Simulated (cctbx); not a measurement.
**What is wrong with this refinement?**

Cell a = 4.2130 Å, b = 9.9500 Å, c = 12.1980 Å, α = 90.00°, β = 90.00°, γ = 90.00°; space group Immm (no. 71). The compound is Tm3Ga8Ru3.

The data are simulated with cctbx, not measured: synchrotron X-rays, λ = 0.6889 Å, to d = 0.77 Å, 50 % of the full sphere, strongest reflection 5000 counts, noise from counting, a 4 % proportional error and a noise floor of 15 counts (s.d.); no absorption.

An anisotropic refinement with weights 1/σ² prints:

```text
Rint 0.060, 359 unique reflections to 0.77 A
cycle     R1     wR2    GooF  max shift (A)
   1  0.3600  0.6262  10.823   0.02039
   3  0.1629  0.3579   6.186   0.00006
final R1 0.1629 wR2 0.3579 GooF 6.186  parameters 26  data/parameter 13.8
atom        x        y        z      Ueq    occ   su(xyz)  su(Uiso or U11)
Ru1    0.50000  0.50000  0.32417  -0.0225  1.000  0.00049  0.0024  NPD
Tm1    0.50000  0.50000  0.00000   0.0002  1.000  0.00000  0.0036  NPD
Tm2    0.00000  0.77877  0.00000   0.0378  1.000  0.00124  0.0053
Ru2    0.50000  0.00000  0.00000   0.0067  1.000  0.00000  0.0067
Ga1    0.00000  0.37086  0.83131   0.0055  1.000  0.00109  0.0042
Ga2    0.50000  0.77845  0.12621   0.0032  1.000  0.00116  0.0038  NPD
difference map: max 43.43 min -18.48 rms 3.41
Q1    0.0000  0.0000  0.1633    4   44.38  0.15 A from Ru1
Q2    0.0000  0.0000  0.5000    2   17.71  0.00 A from Tm1
Q3    0.0000  0.2961  0.2278    8    9.50  1.04 A from Ga1
Q4    0.0000  0.3526  0.1560    8    9.10  0.24 A from Ga1
Q5    0.0000  0.1852  0.0841    8    8.88  1.09 A from Tm2
Q6    0.0766  0.2734  0.3867   16    7.35  0.36 A from Ga2
```

**Question.** Can this result stand? If not, what is the likely fault?

Mend it. The fault: elements exchanged: Tm2 is Ru and Ru1 is Tm. Against the right model at the same level, R1 goes from 0.0280 to 0.1629 and GooF from 0.97 to 6.19, U of Ru1 shrinks from 0.0069 to -0.0225 Å², U of Tm2 swells from 0.0077 to 0.0378 Å², the top difference peak, 44.4 e/Å³, lies on Ru1 and Ru1, Tm1 and Ga2 go non-positive-definite. Tm2 has 25 electrons too many and its U swells to shed them, as expected; Ru1 has 25 electrons too few and its U shrinks to make up, as expected.

The compound is Tm3Ga8Ru3. The right model at the same level gives:

```text
Rint 0.060, 359 unique reflections to 0.77 A
cycle     R1     wR2    GooF  max shift (A)
   1  0.0299  0.0603   1.042   0.00055
   2  0.0280  0.0559   0.967   0.00000
final R1 0.0280 wR2 0.0559 GooF 0.967  parameters 26  data/parameter 13.8
atom        x        y        z      Ueq    occ   su(xyz)  su(Uiso or U11)
Tm1    0.50000  0.50000  0.32465   0.0069  1.000  0.00008  0.0004
Tm2    0.50000  0.50000  0.00000   0.0043  1.000  0.00000  0.0005
Ru1    0.00000  0.77686  0.00000   0.0077  1.000  0.00017  0.0007
Ru2    0.50000  0.00000  0.00000   0.0068  1.000  0.00000  0.0010
Ga1    0.00000  0.37033  0.83293   0.0094  1.000  0.00015  0.0007
Ga2    0.50000  0.77851  0.12552   0.0079  1.000  0.00017  0.0007
difference map: max 3.22 min -4.41 rms 0.79
Q1    0.0000  0.1065  0.5000    4    3.26  1.06 A from Tm2
Q2    0.0000  0.0756  0.0535    8    2.97  1.61 A from Ru1
Q3    0.0000  0.0000  0.1160    4    2.85  0.72 A from Tm1
Q4    0.0000  0.5000  0.4362    4    2.68  0.78 A from Ru2
Q5    0.0000  0.4253  0.2188    8    2.58  0.84 A from Ga1
Q6    0.1059  0.0000  0.0000    4    2.48  1.66 A from Ru2
```

The model was made for the exercise: a known structure type with other elements put in, its volume estimated, not relaxed; displacement parameters are assumed.

[Middle refinement cycles are left out of these outputs.]

[Logs are printed without paths, hosts, clocks, repeated set-up lines and the standing remarks that a program may print on its own settings, such as how far it seeks lower states.]
